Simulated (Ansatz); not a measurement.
# Simulated XPS, UPS and emission spectra of AgSbH2C2N2F6, part 2 of 2

Wanted: projected DOS of AgSbH2C2N2F6, weighted into photoemission and X-ray emission spectra, at several levels of theory. Spin–orbit coupling is left out of the bands throughout.

Ansatz 0.2.0; DFT, LDA, plane-wave PAW, default files, scalar-relativistic (the session's first sound run).

So far, gap on the path (eV): step 2 (the base run) 2.78.

## Step 3: With r²SCAN

This step: DFT, r2SCAN, plane-wave PAW, default files, scalar-relativistic (Ansatz 0.2.0).

The run is repeated with r²SCAN on the same cell, to see how much the levels hang on the functional.

input.yaml

```yaml
crystal:
  lattice:
    - [5.320154, 0.0, 0.0]
    - [0.0, 12.526935, 0.0]
    - [0.0, 0.0, 7.010653]
  atoms:
    - { symbol: Sb, position: [0.0, 0.0, 0.0] }
    - { symbol: Sb, position: [0.5, 0.5, 0.5] }
    - { symbol: Ag, position: [0.5, 0.0, 0.5] }
    - { symbol: Ag, position: [0.0, 0.5, 0.0] }
    - { symbol: F, position: [0.200525, 0.930762, 0.807556] }
    - { symbol: F, position: [0.799475, 0.069238, 0.807556] }
    - { symbol: F, position: [0.700525, 0.569238, 0.692444] }
    - { symbol: F, position: [0.299475, 0.430762, 0.692444] }
    - { symbol: F, position: [0.799475, 0.069238, 0.192444] }
    - { symbol: F, position: [0.200525, 0.930762, 0.192444] }
    - { symbol: F, position: [0.299475, 0.430762, 0.307556] }
    - { symbol: F, position: [0.700525, 0.569238, 0.307556] }
    - { symbol: F, position: [0.77598, 0.878896, 0.0] }
    - { symbol: F, position: [0.22402, 0.121104, 0.0] }
    - { symbol: F, position: [0.27598, 0.621104, 0.5] }
    - { symbol: F, position: [0.72402, 0.378896, 0.5] }
    - { symbol: "N", position: [0.714024, 0.859858, 0.5] }
    - { symbol: "N", position: [0.285976, 0.140142, 0.5] }
    - { symbol: "N", position: [0.214024, 0.640142, 0.0] }
    - { symbol: "N", position: [0.785976, 0.359858, 0.0] }
    - { symbol: C, position: [0.854259, 0.789418, 0.5] }
    - { symbol: C, position: [0.145741, 0.210582, 0.5] }
    - { symbol: C, position: [0.354259, 0.710582, 0.0] }
    - { symbol: C, position: [0.645741, 0.289418, 0.0] }
    - { symbol: H, position: [0.977731, 0.72072, 0.5] }
    - { symbol: H, position: [0.022269, 0.27928, 0.5] }
    - { symbol: H, position: [0.477731, 0.77928, 0.0] }
    - { symbol: H, position: [0.522269, 0.22072, 0.0] }
kpoints:
  mp_grid: { grid: [4, 2, 4] }
  band_path:
    path:
      - [0.0, 0.0, 0.0]
      - [0.5, 0.0, 0.0]
      - [0.5, 0.5, 0.0]
      - [0.0, 0.5, 0.0]
      - [0.0, 0.0, 0.0]
      - [0.0, 0.0, 0.5]
      - [0.5, 0.0, 0.5]
      - [0.5, 0.5, 0.5]
      - [0.0, 0.5, 0.5]
      - [0.0, 0.0, 0.5]
    npoints: 6
scf:
  occupations: { method: fermi_dirac, width: 0.02 }
  n_extra_bands: 40
hamiltonian:
  xc: r2scan
  pseudopotentials: { kind: paw }
output:
  forces: true
  stress: true
  dos:
    projected:
      site_lists:
        Sb1: [0, 1]
        Ag3: [2, 3]
        F5: [4, 5, 6, 7, 8, 9, 10, 11]
        F13: [12, 13, 14, 15]
        N17: [16, 17, 18, 19]
        C21: [20, 21, 22, 23]
        H25: [24, 25, 26, 27]
    de: 0.05
    e_range: [-30, 12]
    nscf_kmesh: { grid: [8, 4, 6] }
  fatbands: true
```

Command:

```bash
$ ansatz run input.yaml --threads 4 --pin off --max-ram 8192MiB --backend cpu --events-out ev --progress --plain --runs-dir out
```

Wall time 2.4 min (4 threads of INTEL XEON PLATINUM 8581C at 2.10GHz (Emerald Rapids), shared host); peak memory 3.8 GiB.

Numbers from this step:

* free energy: -40531.0076 eV
* Fermi energy: 2.325 eV
* pressure: -3.270 GPa
* gap on the k-mesh: 3.339 eV
* share of occupied states in no projected shell: 0.0071 of the occupied states in the window
* gap on the path: 3.339 eV
* least direct gap on the path: 3.418 eV

Electronic bands along the path, in eV, zero at the valence-band maximum; v1 is the highest filled band, c1 the lowest empty one:

| point | v4 | v3 | v2 | v1 | c1 | c2 | c3 | c4 |
| --- | --- | --- | --- | --- | --- | --- | --- | --- |
| Γ | -1.14 | -1.14 | -0.20 | -0.14 | 3.34 | 3.41 | 4.56 | 4.86 |
| halfway | -1.15 | -1.15 | -0.12 | -0.12 | 3.42 | 3.44 | 4.79 | 4.92 |
| X | -1.17 | -1.17 | -0.07 | -0.07 | 3.48 | 3.48 | 4.92 | 4.92 |
| halfway | -1.17 | -1.17 | -0.07 | -0.07 | 3.48 | 3.48 | 4.93 | 4.93 |
| S | -1.17 | -1.17 | -0.07 | -0.07 | 3.48 | 3.48 | 4.94 | 4.94 |
| halfway | -1.15 | -1.15 | -0.12 | -0.12 | 3.42 | 3.42 | 4.92 | 4.92 |
| Y | -1.14 | -1.14 | -0.17 | -0.17 | 3.37 | 3.37 | 4.70 | 4.70 |
| halfway | -1.14 | -1.14 | -0.19 | -0.15 | 3.35 | 3.40 | 4.60 | 4.81 |
| Γ | -1.14 | -1.14 | -0.20 | -0.14 | 3.34 | 3.41 | 4.56 | 4.86 |
| halfway | -1.18 | -1.18 | -0.14 | -0.09 | 3.35 | 3.40 | 4.62 | 4.83 |
| Z | -1.23 | -1.23 | -0.06 | -0.06 | 3.37 | 3.37 | 4.74 | 4.74 |
| halfway | -1.22 | -1.22 | -0.03 | -0.03 | 3.50 | 3.50 | 4.90 | 4.90 |
| U | -1.22 | -1.22 | 0.00 | 0.00 | 3.63 | 3.63 | 4.87 | 4.87 |
| halfway | -1.22 | -1.22 | 0.00 | 0.00 | 3.63 | 3.63 | 4.87 | 4.87 |
| R | -1.22 | -1.22 | 0.00 | 0.00 | 3.63 | 3.63 | 4.87 | 4.87 |
| halfway | -1.22 | -1.22 | -0.03 | -0.03 | 3.50 | 3.50 | 4.84 | 4.84 |
| T | -1.22 | -1.22 | -0.06 | -0.06 | 3.37 | 3.37 | 4.70 | 4.70 |
| halfway | -1.23 | -1.23 | -0.06 | -0.06 | 3.37 | 3.37 | 4.72 | 4.72 |
| Z | -1.23 | -1.23 | -0.06 | -0.06 | 3.37 | 3.37 | 4.74 | 4.74 |

Of the projections kept (Sb s, Sb p, Ag s, Ag d, F p, N s, N p, C s, C p, H s, not projected), the largest for each band there; the rest of the weight can lie on other orbitals:

| point | v4 | v3 | v2 | v1 | c1 | c2 | c3 | c4 |
| --- | --- | --- | --- | --- | --- | --- | --- | --- |
| Γ | Ag d 0.92 | Ag d 0.91 | Ag d 0.68 | Ag d 0.68 | Sb s 0.46 | Sb s 0.46 | C p 0.49 | C p 0.50 |
| X | Ag d 0.92 | Ag d 0.92 | Ag d 0.70 | Ag d 0.70 | Sb s 0.52 | Sb s 0.52 | C p 0.53 | C p 0.53 |
| S | Ag d 0.92 | Ag d 0.92 | Ag d 0.70 | Ag d 0.70 | Sb s 0.52 | Sb s 0.52 | C p 0.53 | C p 0.53 |
| Y | Ag d 0.91 | Ag d 0.91 | Ag d 0.68 | Ag d 0.68 | Sb s 0.46 | Sb s 0.46 | C p 0.49 | C p 0.49 |
| Γ | Ag d 0.92 | Ag d 0.91 | Ag d 0.68 | Ag d 0.68 | Sb s 0.46 | Sb s 0.46 | C p 0.49 | C p 0.50 |
| Z | Ag d 0.95 | Ag d 0.95 | Ag d 0.69 | Ag d 0.69 | Sb s 0.52 | Sb s 0.52 | C p 0.51 | C p 0.51 |

The two runs compared:

```
                         quantity  this run  base run  difference
             gap on the path (eV)    3.3394    2.7758       0.564
least direct gap on the path (eV)    3.4185    2.8415       0.577
           gap on the k-mesh (eV)    3.3394    2.7808       0.559
```

One result that differs is the least direct gap on the path, 3.42 eV against 2.84 eV.

At this level the gap is 3.34 eV on the path.

## Step 4: With RPBE

This step: DFT, RPBE, plane-wave PAW, default files, scalar-relativistic (Ansatz 0.2.0).

The run is repeated with RPBE on the same cell, to see how much the levels hang on the functional.

Changes to input.yaml since step 3:

```diff
@@ -53,3 +53,3 @@
 hamiltonian:
-  xc: r2scan
+  xc: rpbe
   pseudopotentials: { kind: paw }
```

It took 88 s on 4 threads; peak memory 2.7 GiB.

This step gave:

```
free energy                                    : -40522.3898 eV
Fermi energy                                   : 2.578 eV
pressure                                       : 2.072 GPa
gap on the k-mesh                              : 2.977 eV
share of occupied states in no projected shell : 0.0073 of the occupied states in the window
gap on the path                                : 2.977 eV
least direct gap on the path                   : 3.042 eV
```

Electronic bands along the path, in eV, zero at the valence-band maximum; v1 is the highest filled band, c1 the lowest empty one:

| point | v4 | v3 | v2 | v1 | c1 | c2 | c3 | c4 |
| --- | --- | --- | --- | --- | --- | --- | --- | --- |
| Γ | -1.08 | -1.08 | -0.21 | -0.15 | 2.98 | 3.05 | 4.22 | 4.51 |
| halfway | -1.10 | -1.09 | -0.12 | -0.12 | 3.04 | 3.06 | 4.44 | 4.56 |
| X | -1.11 | -1.11 | -0.07 | -0.07 | 3.10 | 3.10 | 4.56 | 4.56 |
| halfway | -1.11 | -1.11 | -0.07 | -0.07 | 3.10 | 3.10 | 4.57 | 4.57 |
| S | -1.11 | -1.11 | -0.07 | -0.07 | 3.10 | 3.10 | 4.58 | 4.58 |
| halfway | -1.10 | -1.10 | -0.12 | -0.12 | 3.05 | 3.05 | 4.55 | 4.55 |
| Y | -1.08 | -1.08 | -0.18 | -0.18 | 3.01 | 3.01 | 4.36 | 4.36 |
| halfway | -1.08 | -1.08 | -0.20 | -0.15 | 2.99 | 3.04 | 4.26 | 4.46 |
| Γ | -1.08 | -1.08 | -0.21 | -0.15 | 2.98 | 3.05 | 4.22 | 4.51 |
| halfway | -1.13 | -1.13 | -0.14 | -0.10 | 2.98 | 3.03 | 4.28 | 4.48 |
| Z | -1.18 | -1.18 | -0.06 | -0.06 | 3.00 | 3.00 | 4.40 | 4.40 |
| halfway | -1.18 | -1.18 | -0.03 | -0.03 | 3.12 | 3.12 | 4.54 | 4.54 |
| U | -1.18 | -1.18 | 0.00 | 0.00 | 3.24 | 3.24 | 4.51 | 4.51 |
| halfway | -1.18 | -1.18 | 0.00 | 0.00 | 3.24 | 3.24 | 4.51 | 4.51 |
| R | -1.18 | -1.18 | 0.00 | 0.00 | 3.24 | 3.24 | 4.52 | 4.52 |
| halfway | -1.18 | -1.18 | -0.03 | -0.03 | 3.11 | 3.11 | 4.49 | 4.49 |
| T | -1.18 | -1.18 | -0.06 | -0.06 | 3.00 | 3.00 | 4.36 | 4.36 |
| halfway | -1.18 | -1.18 | -0.06 | -0.06 | 3.00 | 3.00 | 4.38 | 4.38 |
| Z | -1.18 | -1.18 | -0.06 | -0.06 | 3.00 | 3.00 | 4.40 | 4.40 |

Of the projections kept (Sb s, Sb p, Ag s, Ag d, F p, N s, N p, C s, C p, H s, not projected), the largest for each band there; the rest of the weight can lie on other orbitals:

```
point         v4         v3         v2         v1         c1         c2        c3        c4
    Γ  Ag d 0.90  Ag d 0.89  Ag d 0.67  Ag d 0.66  Sb s 0.44  Sb s 0.45  C p 0.50  C p 0.51
    X  Ag d 0.91  Ag d 0.91  Ag d 0.69  Ag d 0.69  Sb s 0.50  Sb s 0.50  C p 0.53  C p 0.53
    S  Ag d 0.91  Ag d 0.91  Ag d 0.69  Ag d 0.69  Sb s 0.50  Sb s 0.50  C p 0.53  C p 0.53
    Y  Ag d 0.90  Ag d 0.90  Ag d 0.67  Ag d 0.67  Sb s 0.44  Sb s 0.44  C p 0.50  C p 0.50
    Γ  Ag d 0.90  Ag d 0.89  Ag d 0.67  Ag d 0.66  Sb s 0.44  Sb s 0.45  C p 0.50  C p 0.51
    Z  Ag d 0.95  Ag d 0.95  Ag d 0.68  Ag d 0.68  Sb s 0.50  Sb s 0.50  C p 0.52  C p 0.52
```

The two runs compared:

```csv
quantity,this run,base run,difference
gap on the path (eV),2.9765,2.7758,0.201
least direct gap on the path (eV),3.0422,2.8415,0.201
gap on the k-mesh (eV),2.9769,2.7808,0.196
```

One result that differs is the gap on the path, 2.98 eV against 2.78 eV.

At this level the gap is 2.98 eV on the path.

## Step 5: Another try

In this try the input is made faulty on purpose, to show what that does.

This step: DFT, LDA, plane-wave PAW, default files, scalar-relativistic; changed: hamiltonian.hubbard = {"sites": [{"species": "Ag", "l": "d", "u_eff": 20.0}]}, scf.max_iter = 50 (Ansatz 0.2.0).

Changes to input.yaml since step 4:

```diff
@@ -36,15 +36,2 @@
   mp_grid: { grid: [4, 2, 4] }
-  band_path:
-    path:
-      - [0.0, 0.0, 0.0]
-      - [0.5, 0.0, 0.0]
-      - [0.5, 0.5, 0.0]
-      - [0.0, 0.5, 0.0]
-      - [0.0, 0.0, 0.0]
-      - [0.0, 0.0, 0.5]
-      - [0.5, 0.0, 0.5]
-      - [0.5, 0.5, 0.5]
-      - [0.0, 0.5, 0.5]
-      - [0.0, 0.0, 0.5]
-    npoints: 6
 scf:
@@ -52,5 +39,7 @@
   n_extra_bands: 40
+  max_iter: 50
 hamiltonian:
-  xc: rpbe
+  xc: lda
   pseudopotentials: { kind: paw }
+  hubbard: { sites: [{ species: Ag, l: d, u_eff: 20.0 }] }
 output:
@@ -71,2 +60 @@
     nscf_kmesh: { grid: [8, 4, 6] }
-  fatbands: true
```

Run time: 61 s. Hardware: 4 threads; peak memory 4 GiB.

Residual by cycle:

cycle, log10 residual and a bar from the least value:
```
        1        2.0 ##############################
        2        1.1 ###########################
        3        0.5 #########################
        4       -0.2 #######################
        5       -0.9 #####################
        6       -2.0 #################
        7       -2.7 ###############
        8       -3.5 ############
        9       -4.7 ########
       10       -5.6 #####
       11       -6.6 ##
       12       -7.2
```

The run finished. A setting was moved off its sound value on purpose, so it serves as a test and not as the result.

The fault put into the input: an enormous or negative U (hamiltonian.hubbard).

The two runs compared:

```
                                                                             quantity  this run  sound run  difference
                                                                    Fermi energy (eV)   0.59547     1.8997       -1.30
                                                                       pressure (GPa)   -3.0000    -4.5825        1.58
                                                               gap on the k-mesh (eV)    5.1523     2.7808        2.37
share of occupied states in no projected shell (of the occupied states in the window)    0.0063     0.0072     -9.0e-4
```

One result that differs is the gap on the k-mesh, 5.15 eV against 2.78 eV.

## Step 6: Results

* least gap on the mesh and the path: 2.78 eV
* strongest listed peak within 13 eV of the zero, at 1486.7 eV: 1.3 eV binding, mostly Ag 4d
* strongest listed peak within 13 eV of the zero, at 21.2 eV: 3.2 eV binding, mostly F 2p
* Ag 4d centre of the filled part: -1.58 eV (9.8 states an atom)
* LDA (91 s on 4 threads): gap 2.78 eV, highest Al Kα peak within 13 eV at 1.3 eV (Ag 4d)
* r²SCAN (2.4 min on 4 threads): gap 3.34 eV, highest Al Kα peak within 13 eV at 1.3 eV (Ag 4d)
* RPBE (88 s on 4 threads): gap 2.98 eV, highest Al Kα peak within 13 eV at 1.3 eV (Ag 4d)

What this shows: AgSbH2C2N2F6 is an insulator or semiconductor at the base level (gap 2.78 eV), and its valence spectrum changes with photon energy as the shells' cross sections do. At 1486.7 eV the valence spectrum has its highest listed peak within 13 eV at 1.3 eV (Ag 4d). The shell named is the one with most of the intensity, cross sections included, not always the one with most states there. In the main run, from 1486.7 eV towards hard X-rays the F 2s share grows by 9 points, as its cross section falls more slowly with photon energy than those of the shells it gains on. With r²SCAN, the gap on the path moves from 2.78 to 3.34 eV. With RPBE, the gap on the path moves from 2.78 to 2.98 eV. At 21.2 eV the area is led by F 2p (56 %), at 5414.7 eV by F 2s (45 %), a shell that the model's window at 21.2 eV leaves out. These are Kohn–Sham levels; self-energy shifts and satellites are missing. Each run has its own recipe for the spectra (widths, photon energies, in some runs the light), so peak heights and places can differ between runs for that reason too. The structure comes from a computed Materials Project entry, not from a measurement. Semilocal Kohn–Sham gaps are too small as a rule. Spin–orbit coupling is left out, which matters for the heavy atoms here.

[Logs are printed without paths, hosts, clocks, repeated set-up lines and the standing remarks that a program may print on its own settings, such as how far it seeks lower states.]

[Hosts, paths, dates, database ids (printed as entryN), source tags and the programs' standing remarks are cut or masked in the printed files.]

[Maps of the electrostatic potential energy from Ansatz leave out the sawtooth potential of an applied field or a dipole correction, so their vacuum need not be flat; work functions include it.]

[Peak lists hold at most the 14 tallest peaks of each spectrum; further lines can be left out.]
